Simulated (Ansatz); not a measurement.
## TiAl3 (I4/mmm): the Drude term of Re ε in the infrared

Re ε of TiAl3 (I4/mmm) along x at low photon energies is read from one computed spectrum; the carriers' damping was typed as γ = 0.05 eV. x, y and z are the Cartesian axes of the input cell.

The structure is tetragonal, space group I4/mmm (No. 139). Conventional cell: a = 3.822 Å, b = 3.822 Å, c = 8.561 Å, α = 90.00°, β = 90.00°, γ = 90.00°. Around Ti on site a lie 12 Al at 2.70 to 2.87 Å. Al on site d has 8 Al at 2.70 to 2.87 Å and 4 Ti at 2.87 Å as nearest neighbours. Al on site b has 4 Ti at 2.70 Å and 8 Al at 2.87 Å as nearest neighbours.

Method: Ansatz 0.2.0, PBE, independent particles, k-mesh 16×16×16 with interpolation inside its cells, Gaussian parameter 0.1 eV.

Launch of the response step: `ansatz run input.yaml --threads 4 --pin off --max-ram 8192MiB --backend cpu --events-out ev --progress --plain --runs-dir out`. The run took 1.7 min, on 4 threads of Intel(R) Xeon(R) Processor @ 2.50GHz (Skylake/Cascade Lake) (shared host).

| photon energy E (eV) | wavelength (µm) | Re ε |
| --- | --- | --- |
| 0.25 | 4.96 | ? |
| 0.30 | 4.13 | -160.4 |
| 0.35 | 3.54 | -109.1 |
| 0.40 | 3.10 | -75.7 |
| 0.50 | 2.48 | -36.7 |
| 0.60 | 2.07 | -17.9 |
| 0.70 | 1.77 | -11.0 |

A Drude term over a constant background gives Re ε = ε_b − ωp²/(E² + γ²), linear in 1/(E² + γ²).

Working, on the rows shown:

| x = 1/(E² + γ²) (eV⁻²) | y = Re ε |
| --- | --- |
| 10.8108 | -160.4 |
| 8 | -109.1 |
| 6.15385 | -75.7 |
| 3.9604 | -36.7 |
| 2.75862 | -17.9 |
| 2.03046 | -11 |

Means: x̄ = 5.619, ȳ = -68.467. Σ(x − x̄)(y − ȳ) = -981.5, Σ(x − x̄)² = 56.72. Slope = -981.5 / 56.72 = -17.3; intercept = ȳ − slope · x̄ = 28.762. The line misses the rows shown by at most 4.6.

Task: Fill in the last column of the withheld row.

Result: At x = 15.385 the line gives y = -237.45. The run gave -244.4, so the extrapolation is off by 7, 3 % of the range in the table.

Refitted with all rows, the slope is -17.72 and the intercept 30.718. These give ωp = √(−slope) = 4.21 eV, against 4.34 eV from the program's Fermi-surface sum, and an intercept of 30.7. Taking the program's Drude term off the rows leaves 45 at the lowest energy and 27 at the highest, so the background isn't constant: interband transitions lie in or near the window, and neither fitted number can be trusted. The values come from a sum over the points of one k-mesh and carry its error, which is largest for Fermi-surface quantities.
